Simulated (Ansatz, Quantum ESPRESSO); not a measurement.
# TlBi2 (P6/mmm): zone-centre phonons, part 3 of 3

Aim: the zone-centre modes of TlBi2 (P6/mmm).

Quantum ESPRESSO 7.5; DFT LDA, scalar-relativistic, plane waves, JTH PAW pseudopotentials.

So far, lowest optical zone-centre mode (cm⁻¹): step 7 (modes with the sum rule) 26.5; step 8 (ASR simple) 26.4; step 9 (without ASR) 26.5.

### Step 10. Cross-check with Ansatz

The same cell goes through another code, with its own cutoff. The potentials differ. Its k mesh is centred on Γ.

This step: DFT LDA, scalar-relativistic, plane waves, PseudoDojo norm-conserving pseudopotentials (Ansatz 0.2.0).

Input file input.yaml:

```yaml
crystal:
  lattice:
    - [5.5955604467, 0.0, 0.0]
    - [-2.7977802236, 4.8458974951, 0.0]
    - [0.0, 0.0, 3.262018187]
  atoms:
    - { symbol: Tl, position: [0.0, 0.0, 0.0] }
    - { symbol: Bi, position: [0.6666666667, 0.3333333333, 0.5] }
    - { symbol: Bi, position: [0.3333333333, 0.6666666667, 0.5] }
kpoints:
  mp_grid: { grid: [10, 10, 12] }
hamiltonian:
  xc: lda
  pseudopotentials: { kind: nc, accuracy: standard }
scf:
  occupations: { method: cold, width: 0.27211 }
output:
  eigenvalues: true
phonons:
  method: dfpt
```

On the command line:

```sh
> ansatz run input.yaml --threads 4 --pin off --max-ram 16384MiB --backend cpu --events-out ev --progress --plain --runs-dir out
```

Numbers of over 12 decimals in the logs are rounded to 6 here.

Output:

```text
zone centre: on kpoints.mp_grid the ground state, and the responses unless they are solved on pairs of k-points, stand on 217 of the mesh's 1200 k-points, reduced under 4 symmetry operations, with k and −k counted as one. Each operation leaves every solved displacement unchanged or reverses it
Engine: ansatz 0.2.0, aarch64-unknown-linux-gnu
Pseudopotentials: kind: nc
Pseudopotential: Tl, nc, valence charge 13, recommended cutoff 843.552974 eV (normal), Tl.nc.azcp (PseudoDojo's, or run here from an input of PseudoDojo's; its table is named by hamiltonian.pseudopotentials.accuracy)
Pseudopotential: Bi, nc, valence charge 15, recommended cutoff 952.398519 eV (normal), Bi.nc.azcp (PseudoDojo's, or run here from an input of PseudoDojo's; its table is named by hamiltonian.pseudopotentials.accuracy)
Functional definition: SPW92
  exchange = slater_x
  correlation = pw_c
Crystal: 3 atoms, lattice volume = 88.451 Å³
Basis set: ecut = 952.398519 eV, 5939 PW (Γ), exchange–correlation on 120×120×72 points (8 copies of the dense FFT grid, shifted against one another)
Bands: 26, of which v1, the nominal top of the filled ones, is band 22 counted from 1 (21 counted from 0)
Symmetry: 24 space group operations
k-points: 217 of 1200 (irreducible under 4 space group operations, time reversal used)
Non-local potential: Tl, projectors of the file, l = 0: 2, l = 1: 2, l = 2: 2
Non-local potential: Bi, projectors of the file, l = 0: 2, l = 1: 2, l = 2: 2, l = 3: 2
Initial density: superposition of atomic densities (chi_scale 0.1, normalization cell, long waves kept (reshape's long-wave potential 0.00 eV rms))
Initial wavefunctions: pseudopotential atomic-orbital guess
Functional: x = slater, c = lda
SCF iter   1: F=—  HF=-6096.422135 eV  |F-HF|=—  |Δ(HF+E_count)|=         —  Δρ=1.92e-2  dr2=1.09e0  ethr=3.10e-3  ⟨swp⟩=7.8  Hψ=50080  notcnv=0
automatic band count: the SCF goes on with 30 bands, as 26 were too few: they end inside the smearing window of the response
preconditioner: auto → Kerker (q_TF=auto, 2.419 Å⁻¹)  [metal: Δε(μ)=0.004 eV  Ē_g=19.596 eV  σ=0.272 eV  W_gap=0.01  n_scr=26 (ndim 8)  ℏωp=25.9 eV  f_vac=0.000  D(μ)=1.54/eV (n_scr^D=6)]
SCF iter   2: F=—  HF=-6096.202646 eV  |F-HF|=—  |Δ(HF+E_count)|=   2.19e-1  S|Δr|=    0.00e0  Δρ=1.18e-2  dr2=4.70e-1  ethr=2.52e-3  ⟨swp⟩=1.0  Hψ=8246  notcnv=0  defer=2
SCF iter   3: F=—  HF=-6096.046925 eV  |F-HF|=—  |Δ(HF+E_count)|=   1.56e-1  S|Δr|=    0.00e0  Δρ=2.66e-3  dr2=5.93e-3  ethr=1.09e-3  ⟨swp⟩=3.0  Hψ=11473  notcnv=0  defer=2
SCF iter   4: F=—  HF=-6096.044952 eV  |F-HF|=—  |Δ(HF+E_count)|=   1.97e-3  S|Δr|=    0.00e0  Δρ=1.29e-3  dr2=8.77e-4  ethr=1.38e-5  ⟨swp⟩=2.2  Hψ=12058  notcnv=0  defer=588
SCF iter   5: F=—  HF=-6096.044622 eV  |F-HF|=—  |Δ(HF+E_count)|=   3.30e-4  S|Δr|=    0.00e0  Δρ=1.83e-4  dr2=4.94e-5  ethr=2.04e-6  ⟨swp⟩=2.0  Hψ=10524  notcnv=0  defer=588
SCF iter   6: F=—  HF=-6096.044604 eV  |F-HF|=—  |Δ(HF+E_count)|=   1.78e-5  S|Δr|=    0.00e0  Δρ=3.28e-5  dr2=1.37e-6  ethr=1.15e-7  ⟨swp⟩=2.1  Hψ=7879  notcnv=0  defer=588
SCF iter   7: F=—  HF=-6096.044424 eV  |F-HF|=—  |Δ(HF+E_count)|=   1.81e-4  S|Δr|=    0.00e0  Δρ=1.03e-5  dr2=6.54e-8  ethr=3.18e-9  ⟨swp⟩=2.3  Hψ=8969  notcnv=0  defer=588
SCF iter   8: F=—  HF=-6096.044424 eV  |F-HF|=—  |Δ(HF+E_count)|=   1.79e-8  S|Δr|=    0.00e0  Δρ=1.95e-6  dr2=2.83e-9  ethr=1.52e-10  ⟨swp⟩=2.4  Hψ=9548  notcnv=0  defer=588
SCF iter   9: F=—  HF=-6096.044424 eV  |F-HF|=—  |Δ(HF+E_count)|=  5.46e-12  S|Δr|=    0.00e0  Δρ=5.11e-7  dr2=1.49e-10  ethr=6.58e-12  ⟨swp⟩=2.1  Hψ=7707  notcnv=0  defer=588
SCF iter  10: F=-6096.044424 eV  HF=-6096.044424 eV  |F-HF|=9.09e-13  |Δ(HF+E_count)|=  3.64e-11  S|Δr|=    0.00e0  Δρ=9.17e-8  dr2=6.72e-12  ethr=1.00e-12  ⟨swp⟩=14.8  Hψ=43075  notcnv=0
SCF 1 converged in 10 iterations: F = -6096.044424 eV  dr2 = 6.72e-12
DFPT response loops at Γ: preconditioner auto → Kerker (q_TF=auto, 2.419 Å⁻¹) (partly filled bands, converged f_vac=0.000); β = 1.00, the filter's whole step (`scf.mixing.beta` (0.50) is not read by the response loops under this deck's `scf.mixing.preconditioner`; to damp them name `kerker` or `kerker_dos`, under which they read `scf.mixing.beta`, and type it under 1.00, their step now; both keys bind the ground state too); Broyden in place of MSR1
SCF converged after 10 iterations
Stability not checked: this state was not tested for a lower state beside it, because cold or Methfessel-Paxton smearing, or corrected tetrahedra, fill the levels in a way that the test cannot read (fill_not_monotonic; see scf.lower_state_search)
Free energy (F): -6096.044424 eV
Harris-Foulkes:  -6096.044424 eV  (|F-HF|=9.09e-13)
Internal energy: -6096.032008 eV  (E = F + TS)
E sigma→0 (E₀):  -6096.040285 eV
Entropy (-TS):   -0.012415 eV (-4.138 meV/atom)
Fermi energy:    11.732730 eV
--- Per-component energies (eV) ---
  E_band       = -141.429721
  E_kinetic    = 2974.845944
  E_local      = -3246.673602  (includes V_loc(G=0)·N_el)
  E_nonlocal   = -1110.862507
  E_hartree    = 1102.772712
  E_xc         = -1667.886758
  E_vxc        = -964.285016  (∫ρ·V_xc dr)
  E_ewald      = -4148.227798
  E_smearing   = -0.012415  (= −TS)
  E_closure    = 0.000000  (closes the sum)
  Σ components = -6096.044424   (vs F -6096.044424, Δ=0.00e0)
--- Band table (eV; the first three rows and the last of 217) ---
  k-point 0: bands = [... 18 lower, 8.2807, 8.2807, 9.5334, 9.5334, 14.3657, 17.7935, 18.5198, 18.5198, ... 4 higher]
  k-point 1: bands = [... 18 lower, 8.3636, 8.3636, 9.6574, 9.6574, 13.3753, 16.7999, 18.4886, 18.4886, ... 4 higher]
  k-point 2: bands = [... 18 lower, 8.6035, 8.6035, 10.0227, 10.0227, 11.6348, 14.8938, 18.0014, 18.1990, ... 4 higher]
  k-point 216: bands = [... 18 lower, 7.7250, 8.1461, 8.3862, 11.0734, 12.2484, 13.9035, 14.4279, 15.1947, ... 4 higher]
--- Phonons (Γ-DFPT): 4 representative perturbations + reference, on 217 of 1200 k-points (Σ response iterations 12) ---
  k mesh reduced under 4 symmetry operations, with k and −k counted as one. Each operation leaves every solved displacement unchanged or reverses it
  ASR residual: 1.085e-4 → 0.000e0 eV/Å²; symmetrization residual: 3.097e-5 eV/Å²
  ASR residual per site (eV/Å²): 1.09e-4 9.22e-5 9.22e-5
  Γ frequencies (cm⁻¹): 0.00 0.00 0.00 26.59 30.35 55.86 55.86 81.67 81.67
  non-analytic LO–TO correction: not included (Born effective charges unavailable; polar crystals: no LO–TO splitting at Γ)
```

Wall time 3.2 min (4 threads of Arm Neoverse V1, shared host); peak memory 4.8 GiB.

This step gave:

```yaml
sum_rule_residual_before_enforcement: 1.09e-4 eV/Å²
highest_optical_zone_centre_mode_no_lo_to_term: 81.67 cm⁻¹
lowest_optical_zone_centre_mode: 26.59 cm⁻¹
```

### Step 11. The two compared: QE JTH and Ansatz, PseudoDojo

Numbers from this step:

```
root-mean-square difference : 0.16 cm⁻¹
largest difference          : 0.21 cm⁻¹
```

Frequencies side by side, by row:

| q (reciprocal lattice) | mode | QE JTH (cm⁻¹) | Ansatz, PseudoDojo (cm⁻¹) |
| --- | --- | --- | --- |
| 0 0 0 | 1 | 0 | 0 |
| 0 0 0 | 2 | 0 | 0 |
| 0 0 0 | 3 | 0 | 0 |
| 0 0 0 | 4 | 26.46 | 26.59 |
| 0 0 0 | 5 | 30.39 | 30.35 |
| 0 0 0 | 6 | 56.01 | 55.86 |
| 0 0 0 | 7 | 56.01 | 55.86 |
| 0 0 0 | 8 | 81.88 | 81.67 |
| 0 0 0 | 9 | 81.88 | 81.67 |

At the zone centre the largest difference (acoustic modes at Γ apart) is 0.3 % of the highest mode.

### Step 12. A second program

The same cell goes through another code, with its own cutoff. The potentials differ. Its k mesh is centred on Γ.

This step: DFT LDA, scalar-relativistic, plane waves, PAW (Ansatz 0.2.0).

input.yaml: that of step 10 with these lines changed.

```diff
@@ -13,3 +13,2 @@
   xc: lda
-  pseudopotentials: { kind: nc, accuracy: standard }
 scf:
```

Output:

```text
[...]
Crystal: 3 atoms, lattice volume = 88.451 Å³
Basis set: ecut = 420 eV, 1727 PW (Γ), exchange–correlation on 80×80×48 points (8 copies of the dense FFT grid, shifted against one another)
Bands: 26, of which v1, the nominal top of the filled ones, is band 22 counted from 1 (21 counted from 0)
Symmetry: 24 space group operations
k-points: 217 of 1200 (irreducible under 4 space group operations, time reversal used)
[...]
SCF iter   1: F=—  HF=-35318.366204 eV  |F-HF|=—  |Δ(HF+E_count)|=         —  Δρ=4.13e-3  dr2=1.11e-2  ethr=1.77e-3  ⟨swp⟩=5.7  Hψ=24877  notcnv=0
[...]
SCF iter   9: F=-35318.361862 eV  HF=-35318.361862 eV  |F-HF|=0.00e0  |Δ(HF+E_count)|=  7.28e-12  S|Δr|=    0.00e0  Δρ=6.39e-8  dr2=4.53e-12  ethr=1.00e-12  ⟨swp⟩=5.3  Hψ=32547  notcnv=0
SCF 1 converged in 9 iterations: F = -35318.361862 eV  dr2 = 4.53e-12
[...]
SCF converged after 9 iterations
[...]
Free energy (F): -35318.361862 eV
[...]
Internal energy: -35318.349612 eV  (E = F + TS)
E sigma→0 (E₀):  -35318.357779 eV
Entropy (-TS):   -0.012251 eV (-4.084 meV/atom)
Fermi energy:    11.487770 eV
[...]
--- Band table (eV; the first three rows and the last of 217) ---
  k-point 0: bands = [... 18 lower, 8.0328, 8.0328, 9.2837, 9.2837, 14.1180, 17.5623, 18.2853, 18.2853]
  k-point 1: bands = [... 18 lower, 8.1156, 8.1156, 9.4078, 9.4078, 13.1278, 16.5652, 18.2552, 18.2552]
  k-point 2: bands = [... 18 lower, 8.3553, 8.3553, 9.7734, 9.7734, 11.3874, 14.6548, 17.7693, 17.9643]
  k-point 216: bands = [... 18 lower, 7.4809, 7.8992, 8.1387, 10.8296, 12.0038, 13.6527, 14.1815, 14.9459]
[...]
ASR residual: 2.831e-4 → 0.000e0 eV/Å²; symmetrization residual: 1.277e-4 eV/Å²
  ASR residual per site (eV/Å²): 2.83e-4 7.74e-5 7.74e-5
  Γ frequencies (cm⁻¹): 0.00 0.00 0.00 26.42 30.35 55.90 55.90 81.67 81.67
[...]
```

Elapsed: 74 s, on 4 threads; peak memory 1.9 GiB; 4.6 min of CPU time.

This step gave:

```yaml
sum_rule_residual_before_enforcement: 2.83e-4 eV/Å²
lowest_optical_zone_centre_mode: 26.42 cm⁻¹
```

### Step 13. Side by side: QE JTH and Ansatz, PAW

Numbers from this step:

- root-mean-square difference: 0.14 cm⁻¹

Frequencies side by side, by row:

| q (reciprocal lattice) | mode | QE JTH (cm⁻¹) | Ansatz, PAW (cm⁻¹) |
| --- | --- | --- | --- |
| 0 0 0 | 1 | 0 | 0 |
| 0 0 0 | 2 | 0 | 0 |
| 0 0 0 | 3 | 0 | 0 |
| 0 0 0 | 4 | 26.46 | 26.42 |
| 0 0 0 | 5 | 30.39 | 30.35 |
| 0 0 0 | 6 | 56.01 | 55.9 |
| 0 0 0 | 7 | 56.01 | 55.9 |
| 0 0 0 | 8 | 81.88 | 81.67 |
| 0 0 0 | 9 | 81.88 | 81.67 |

At the zone centre the largest difference (acoustic modes at Γ apart) is 0.3 % of the highest mode.

### Step 14. Results

| Quantity | Value |
| --- | --- |
| space group after relaxation | P6/mmm |
| volume per atom | 29.5 Å³ |
| highest optical zone-centre mode (no LO-TO term) | 81.9 cm⁻¹ |
| lowest optical zone-centre mode | 26.5 cm⁻¹ |
| imaginary optical modes at the zone centre (no q mesh in this session) | none |
| largest difference from Ansatz, PseudoDojo | 0.21 cm⁻¹ |

**Reading.** At the LDA level the optical modes of TlBi2 (P6/mmm) at the zone centre run from 26 to 82 cm⁻¹. Of the 6 optical modes, 1 is silent, 3 are infrared active alone and 2 are Raman active alone; inversion symmetry keeps the two sets apart. QE JTH and Ansatz, PseudoDojo agree to 0.21 cm⁻¹ (0.3 % of the highest mode compared) on all solved modes but the acoustic ones at Γ, without the LO-TO term. QE JTH and Ansatz, PAW agree to 0.21 cm⁻¹ (0.3 % of the highest mode compared) on all solved modes but the acoustic ones at Γ, without the LO-TO term. These are harmonic frequencies at zero temperature: anharmonic shifts and linewidths and thermal expansion are left out. Spin-orbit coupling is left out, which can matter for the heavy elements here. In a metal the frequencies hang on the k mesh and the smearing, most of all near Kohn anomalies. The runs are without spin polarisation, although the cell has an odd electron count or an open d or f shell, so a magnetic state was not tested. The structure comes from a database and need not be the phase that is stable at ambient conditions.

[Host names and launcher messages were left out of these logs when they were recorded.]

[Logs are printed without paths, hosts, clocks, repeated set-up lines and the standing remarks that a program may print on its own settings, such as how far it seeks lower states.]

[Hosts, paths, dates, database ids (printed as entryN), source tags and the programs' standing remarks are cut or masked in the printed files.]
